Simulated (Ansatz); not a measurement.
## Resistivity from frozen vibrations: Al(111) with 4 thermally displaced layers, 2x2

How much do lattice vibrations at 80 K scatter the electrons of Al? Layers with random displacements are laid between perfect leads, and the resistance is followed against their length. The measured value for the pure metal at this temperature is 0.245 µΩ cm (CRC Handbook of Chemistry and Physics, 84th ed., 2003, Electrical Resistivity of Pure Metals).

Calculated with Ansatz 0.2.0; Ansatz plane-wave DFT, PBE, PAW files; ballistic transport by layer matching (Landauer), zero bias; PAW set soft_1.

Most raw output is cut from this account.

## Step 1: The starting structure

The cell holds 40 atoms: 40 Al. Cell: a = 5.725 Å, b = 5.725 Å, c = 23.429 Å, α = 93.5°, β = 86.5°, γ = 120.0°. It derives from Al. Regions: lead, 24 atoms (24 Al); scattering region, 16 atoms (16 Al). The structure is stacked along c, and the current runs across the ab planes.

## Step 2: With 4 displaced layers

Each atom of 4 layers is moved at random, by amounts drawn from a normal law 0.0621 Å wide in each direction from the Debye model (428 K) at 80 K. The layers about the cell's end stay perfect and serve as the lead. Disorder leaves little or no symmetry, which makes such runs dear. Energies from -0.05 to 0.05 eV in steps of 0.05 eV are too few for the program's thermal sum, so it prints no conductance; for a metal the transmission near the Fermi level serves, at a fraction of the cost.

File input.yaml:

```yaml
crystal:
  lattice:
    - [5.7246940741, 0.0, 0.0]
    - [-2.862347037, 4.957730497, 0.0]
    - [1.4311735185, -0.8262884162, 23.3709656917]
  atoms:
    - { symbol: Al, position: [0.9916666667, 0.0083333333, 0.05] }
    - { symbol: Al, position: [0.9916666667, 0.5083333333, 0.05] }
    - { symbol: Al, position: [0.4916666667, 0.0083333333, 0.05] }
    - { symbol: Al, position: [0.4916666667, 0.5083333333, 0.05] }
    - { symbol: Al, position: [0.1416666667, 0.3583333333, 0.15] }
    - { symbol: Al, position: [0.1416666667, 0.8583333333, 0.15] }
    - { symbol: Al, position: [0.6416666667, 0.3583333333, 0.15] }
    - { symbol: Al, position: [0.6416666667, 0.8583333333, 0.15] }
[... 28 atom lines left out ...]
    - { symbol: Al, position: [0.8416666667, 0.1583333333, 0.95] }
    - { symbol: Al, position: [0.8416666667, 0.6583333333, 0.95] }
    - { symbol: Al, position: [0.3416666667, 0.1583333333, 0.95] }
    - { symbol: Al, position: [0.3416666667, 0.6583333333, 0.95] }
kpoints:
  mp_grid: { grid: [5, 5, 1] }
hamiltonian:
  xc: pbe
  pseudopotentials: { kind: paw, azcp: { folder: soft_1 } }
scf:
  occupations: { method: fermi_dirac, width: 0.1 }
output:
  transmission:
    leads: [[0, 4]]
    kmesh: [10, 10]
    e_range: [-0.05, 0.05]
    de: 0.05
  write_potential: true
  write_density: true
  volumetric_format: npy
  elf: true
```

Run with:

```
$ ansatz run input.yaml --threads 4 --pin off --max-ram 15360MiB --backend cpu --events-out ev --progress --plain --runs-dir out
```

The job ended after 3.2 min (4 threads of Intel Xeon Platinum 8559C (Emerald Rapids), shared host; peak memory 1.8 GiB; 11 min of CPU time).

This step gave:

- free energy: -21499.9277 eV
- energy at zero smearing: -21499.6045 eV
- Fermi energy: 7.938 eV
- cell area: 28.38 Å²
- transmission per spin nearest the Fermi level: 5.292
- open channels per spin nearest the Fermi level: 5.41
- step of the lead's potential: 4.6 meV

Per spin. The transmission, zone mean by energy, zero at the Fermi level:

| energy (eV) | transmission, zone mean |
| --- | --- |
| -0.0500 | 5.19 |
| 0.0000 | 5.29 |
| 0.0500 | 5.45 |

Per spin. Open channels, zone mean, lead against energy, zero at the Fermi level:

| energy (eV) | open channels, zone mean, lead |
| --- | --- |
| -0.0500 | 5.29 |
| 0.0000 | 5.41 |
| 0.0500 | 5.59 |

Transmission over k1 and k2. At 0.0000 eV from the Fermi level.

Ten even steps from '_' (2.98) to '@' (6.94):
```
==####==##**==__::__
::##==@@@@==##::::::
::==@@@@@@@@@@::::__
==##@@@@####@@@@##==
::##==@@##@@##@@==##
====##@@@@####@@@@##
::__::::@@@@@@@@@@==
::::::::##==@@@@==##
==__::__==**##==####
::==::::==::==::::==
```
Columns: k1 (b1) from -0.5 to 0.4; rows upwards: k2 (b2) from -0.5 to 0.4.

Open channels over k1 and k2. At 0.0000 eV from the Fermi level.

Ten even steps from '_' (3.00) to '@' (7.00):
```
++####++####++__::__
::##++@@@@++##::::::
::++@@@@@@@@@@++::__
++##@@@@####@@@@##++
::##++@@##@@##@@++##
++++##@@@@####@@@@##
::__::++@@@@@@@@@@++
::::::::##++@@@@++##
++__::__++####++####
::++::::++::++::::++
```
Columns: k1 (b1) from -0.5 to 0.4; rows upwards: k2 (b2) from -0.5 to 0.4.

Valence density in the ca plane at fractional y = 0.042, with atoms of Al within 0.2 Å of it. It is the smooth field of the valence electrons, not physical close to the nuclei.

Values in e/Å³, 8 rows by 16 columns, each cell a mean:
```
0.16 0.14 0.19 0.19 0.10 0.17 0.18 0.15 0.14 0.20 0.19 0.13 0.19 0.20 0.18 0.17
0.20 0.19 0.20 0.18 0.18 0.20 0.20 0.18 0.17 0.21 0.19 0.14 0.19 0.20 0.17 0.15
0.20 0.20 0.20 0.17 0.19 0.18 0.19 0.20 0.21 0.21 0.16 0.20 0.20 0.19 0.18 0.18
0.17 0.15 0.20 0.19 0.16 0.19 0.20 0.19 0.19 0.20 0.16 0.20 0.21 0.17 0.16 0.19
0.16 0.14 0.19 0.20 0.09 0.17 0.20 0.18 0.15 0.19 0.18 0.13 0.19 0.21 0.18 0.17
0.20 0.19 0.20 0.19 0.18 0.20 0.21 0.20 0.18 0.20 0.18 0.15 0.19 0.20 0.17 0.15
0.20 0.20 0.20 0.17 0.20 0.19 0.18 0.19 0.23 0.21 0.15 0.19 0.20 0.19 0.18 0.18
0.17 0.15 0.19 0.19 0.17 0.19 0.19 0.18 0.19 0.20 0.16 0.19 0.20 0.17 0.16 0.19
```
Columns run along c (16.0 Å, from fractional 0.16 to 0.84 of the cell), rows up along a (5.7 Å). Atoms in or near the plane, at fractional coordinates: Al at (0.35, 0.95), Al at (0.35, 0.43).

Electrostatic potential energy in the ca plane at fractional y = 0.042, with atoms of Al within 0.2 Å of it. With pseudopotentials it is smooth inside the atoms' cores, unlike the true potential.

Values in eV, 8 rows by 16 columns, each cell a mean:
```
 8.1  9.1  7.8  4.2  2.3 -1.4  8.4  8.8  9.1  7.7  4.2 -2.7 -1.0  3.7  2.5  8.2
 2.8  5.3  0.2  6.5 -2.6  1.4  4.2  4.4  8.1  6.5  4.8 -3.3 -1.3  6.5  6.9  8.3
 2.3  4.3 -3.3  7.2  6.3  7.5 -2.9 -4.3  5.7  3.2  8.2  3.3  5.6 -3.2 -3.3  7.7
 7.9  8.5  6.0  5.3 -4.0  1.4  2.4  0.9  7.2  5.3  7.9  1.6  5.2 -3.6 -4.2  7.2
 8.2  9.1  7.8  3.0  3.9 -1.2  7.7  7.8  8.9  7.6  4.7 -2.6 -1.4  3.5  2.4  8.2
 2.7  5.3  0.1  5.8 -3.3  1.3  1.8  0.5  7.8  6.8  5.7 -4.2 -1.3  6.5  6.9  8.3
 2.3  4.3 -3.2  7.1  5.6  7.2 -3.1 -6.0  5.2  3.5  8.4  4.6  6.0 -3.2 -3.3  7.7
 7.9  8.5  6.0  5.8 -4.1  0.7  3.5  0.9  6.9  4.8  7.8  2.5  6.0 -3.7 -4.3  7.1
```
Columns run along c (16.0 Å, from fractional 0.16 to 0.84 of the cell; values clipped at the 3rd and 97th percentile), rows up along a (5.7 Å). Atoms in or near the plane, at fractional coordinates: Al at (0.35, 0.95), Al at (0.35, 0.43).

ELF in the ca plane at fractional y = 0.042, with atoms of Al within 0.2 Å of it. It is the smooth field of the valence electrons, not physical close to the nuclei.

Ten even steps from '0' (0.06) to '9' (0.66), each cell a mean:
```
75324688888211289887543468888852269999777678
86545789888300289887533468988840028989976457
98777899878744799998754579988840028988875446
89989877767899888987777789977775579999876557
89889877766789877754788999875578999996457778
98667899877899877754688999865568998972016988
86445799888645888887776789875578999982016988
75324688898210488898754578877775589997447878
86434688897132289998643468888850038999876567
97656899888401499999754578888840027989875446
99888888877766888987777789987863258989975446
89999877766799878753589999976677889998777667
98878888766799877742589999864468988884137878
87556899877878888876688899865568888871016988
75334688888411588898766689876677899984127888
```
Columns run along c (16.0 Å, from fractional 0.16 to 0.84 of the cell), rows up along a (5.7 Å). Atoms in or near the plane, at fractional coordinates: Al at (0.35, 0.95), Al at (0.35, 0.43).

Over the solved energies the transmission per spin lies between 5.19 and 5.45, out of 5.43 channels of the lead on average (up to 5.59).

## Step 3: With 8 displaced layers

Each atom of 8 layers is moved at random, by amounts drawn from a normal law 0.0621 Å wide in each direction from the Debye model (428 K) at 80 K. A fresh draw is used; the growth of the resistance with length is what counts.

System of this step: Al(111) with 8 thermally displaced layers, 2x2. The cell holds 56 atoms: 56 Al. Cell: a = 5.725 Å, b = 5.725 Å, c = 32.761 Å, α = 87.5°, β = 92.5°, γ = 120.0°. It derives from Al. Regions: lead, 24 atoms (24 Al); scattering region, 32 atoms (32 Al). The structure is stacked along c, and the current runs across the ab planes.

File input.yaml:

```yaml
crystal:
  lattice:
    - [5.7246940741, 0.0, 0.0]
    - [-2.862347037, 4.957730497, 0.0]
    - [-1.4311735185, 0.8262884162, 32.7193519684]
  atoms:
    - { symbol: Al, position: [0.005952381, 0.994047619, 0.0357142857] }
    - { symbol: Al, position: [0.005952381, 0.494047619, 0.0357142857] }
    - { symbol: Al, position: [0.505952381, 0.994047619, 0.0357142857] }
    - { symbol: Al, position: [0.505952381, 0.494047619, 0.0357142857] }
    - { symbol: Al, position: [0.1845238095, 0.3154761905, 0.1071428571] }
    - { symbol: Al, position: [0.1845238095, 0.8154761905, 0.1071428571] }
    - { symbol: Al, position: [0.6845238095, 0.3154761905, 0.1071428571] }
    - { symbol: Al, position: [0.6845238095, 0.8154761905, 0.1071428571] }
[... 44 atom lines left out ...]
    - { symbol: Al, position: [0.3273809524, 0.1726190476, 0.9642857143] }
    - { symbol: Al, position: [0.3273809524, 0.6726190476, 0.9642857143] }
    - { symbol: Al, position: [0.8273809524, 0.1726190476, 0.9642857143] }
    - { symbol: Al, position: [0.8273809524, 0.6726190476, 0.9642857143] }
kpoints:
  mp_grid: { grid: [5, 5, 1] }
hamiltonian:
  xc: pbe
  pseudopotentials: { kind: paw, azcp: { folder: soft_1 } }
scf:
  occupations: { method: fermi_dirac, width: 0.1 }
output:
  transmission:
    leads: [[0, 4]]
    kmesh: [10, 10]
    e_range: [-0.05, 0.05]
    de: 0.05
  write_potential: true
  write_density: true
  volumetric_format: npy
```

Elapsed: 4.6 min, on 4 threads; peak memory 3.1 GiB.

Numbers from this step:

| Property | Result |
| --- | --- |
| free energy | -30099.4419 eV |
| energy at zero smearing | -30098.9865 eV |
| Fermi energy | 7.942 eV |
| transmission per spin nearest the Fermi level | 5.103 |
| open channels per spin nearest the Fermi level | 5.49 |
| step of the lead's potential | 3.8 meV |

Per spin. The transmission, zone mean by energy, zero at the Fermi level:

```csv
energy (eV),"transmission, zone mean"
-0.0500,4.95
0.0000,5.10
0.0500,5.22
```

Over the solved energies the transmission per spin lies between 4.95 and 5.22, out of 5.44 channels of the lead on average (up to 5.59).

## Step 4: With 12 displaced layers

Each atom of 12 layers is moved at random, by amounts drawn from a normal law 0.0621 Å wide in each direction from the Debye model (428 K) at 80 K. A fresh draw is used; the growth of the resistance with length is what counts.

System of this step: Al(111) with 12 thermally displaced layers, 2x2. The cell holds 72 atoms: 72 Al. Cell: a = 5.725 Å, b = 5.725 Å, c = 42.068 Å, α = 90.0°, β = 90.0°, γ = 120.0°. It derives from Al. Regions: lead, 24 atoms (24 Al); scattering region, 48 atoms (48 Al). The structure is stacked along c, and the current runs across the ab planes.

File input.yaml:

```yaml
crystal:
  lattice:
    - [5.7246940741, 0.0, 0.0]
    - [-2.862347037, 4.957730497, 0.0]
    - [0.0, 0.0, 42.0677382451]
  atoms:
    - { symbol: Al, position: [0.0, 0.0, 0.0277777778] }
    - { symbol: Al, position: [0.0, 0.5, 0.0277777778] }
    - { symbol: Al, position: [0.5, 0.0, 0.0277777778] }
    - { symbol: Al, position: [0.5, 0.5, 0.0277777778] }
    - { symbol: Al, position: [0.1666666667, 0.3333333333, 0.0833333333] }
    - { symbol: Al, position: [0.1666666667, 0.8333333333, 0.0833333333] }
    - { symbol: Al, position: [0.6666666667, 0.3333333333, 0.0833333333] }
    - { symbol: Al, position: [0.6666666667, 0.8333333333, 0.0833333333] }
[... 60 atom lines left out ...]
    - { symbol: Al, position: [0.3333333333, 0.1666666667, 0.9722222222] }
    - { symbol: Al, position: [0.3333333333, 0.6666666667, 0.9722222222] }
    - { symbol: Al, position: [0.8333333333, 0.1666666667, 0.9722222222] }
    - { symbol: Al, position: [0.8333333333, 0.6666666667, 0.9722222222] }
kpoints:
  mp_grid: { grid: [5, 5, 1] }
hamiltonian:
  xc: pbe
  pseudopotentials: { kind: paw, azcp: { folder: soft_1 } }
scf:
  occupations: { method: fermi_dirac, width: 0.1 }
output:
  transmission:
    leads: [[0, 4]]
    kmesh: [10, 10]
    e_range: [-0.05, 0.05]
    de: 0.05
  write_potential: true
  write_density: true
  volumetric_format: npy
```

The job ended after 5.4 min (4 threads; peak memory 4.9 GiB).

Numbers from this step:

```yaml
free_energy: -38698.9791 eV
energy_at_zero_smearing: -38698.3626 eV
fermi_energy: 7.956 eV
transmission_per_spin_nearest_the_fermi_level: 5.048
open_channels_per_spin_nearest_the_fermi_level: 5.59
step_of_the_lead_s_potential: 5.1 meV
```

Per spin. Table of transmission, zone mean by energy, zero at the Fermi level:

```csv
energy (eV),"transmission, zone mean"
-0.0500,4.90
0.0000,5.05
0.0500,5.04
```

Over the solved energies the transmission per spin lies between 4.90 and 5.05, out of 5.49 channels of the lead on average (up to 5.59).

## Step 5: The fit

This step: Ansatz plane-wave DFT, PBE, PAW files; ballistic transport by layer matching (Landauer), zero bias; resistivity from the slope of the area resistance; PAW set soft_1 (Ansatz 0.2.0).

Numbers from this step:

```yaml
resistivity: 2.712 µΩ cm
intercept: -0.008415 fΩ m²
scatter_about_the_fit: 0.002540 fΩ m²
```

Resistance, by row:

```
run  length (Å)      T  channels N  RA (fΩ m²)
 n4       9.348  5.311        5.43     0.01514
 n8        18.7   5.09       5.437     0.04588
n12       28.05  4.997        5.49     0.06584
```

Area resistance against length of the displaced region:

```csv
length of the displaced region (Å),area resistance (fΩ m²)
9.35,0.0151
18.70,0.0459
28.05,0.0658
```

The area resistance goes from 0.015 to 0.066 fΩ m² between 9.3 and 28.0 Å, a slope of 2.7 µΩ cm.

By hand from the end points: (0.06584 − 0.01514) fΩ m² / (28.05 − 9.35) Å = 2.7 µΩ cm, since 1 fΩ m² per Å is 1000 µΩ cm.

## Step 6: What came out

| Item | Value |
| --- | --- |
| resistivity from the slope | 2.71 µΩ cm |
| area resistance over 9.35 Å | 0.0151 fΩ m² |
| area resistance over 18.7 Å | 0.0459 fΩ m² |
| area resistance over 28.0 Å | 0.0658 fΩ m² |

The slope gives 2.7 µΩ cm. The points scatter by 0.0025 fΩ m² about the line, with one random draw a length in a 2x2 cell, so the slope is a rough value. The mean square of the displacements drawn is 0.78, 0.91 and 1.0 of the nominal one at the three lengths; with each resistance scaled back by that, the slope is 2.4 µΩ cm, the value used below. The lead's own channel count moves between the runs (5.43, 5.44 and 5.49), which shifts RA and the slope too. Read with a model of isotropic scattering on a spherical Fermi surface and the lead's 1.5×10¹⁵ S/m², this slope means a mean free path near 252 Å; over these lengths the model's slope is 1.19 times its bulk resistivity, which would be 2.0 µΩ cm. This far under the Debye temperature the model doesn't describe a real metal: frozen displacements count zero-point motion as scattering and turn electrons through all angles, while in the metal the short-wave phonons freeze out. The measured value is 0.245 µΩ cm (CRC Handbook of Chemistry and Physics, 84th ed., 2003, Electrical Resistivity of Pure Metals); the scaled slope is 9.8 times that and the corrected value 8.2: clearly high.

[Logs are printed without paths, hosts, clocks, repeated set-up lines and the standing remarks that a program may print on its own settings, such as how far it seeks lower states.]

[Hosts, paths, dates, database ids (printed as entryN), source tags and the programs' standing remarks are cut or masked in the printed files.]
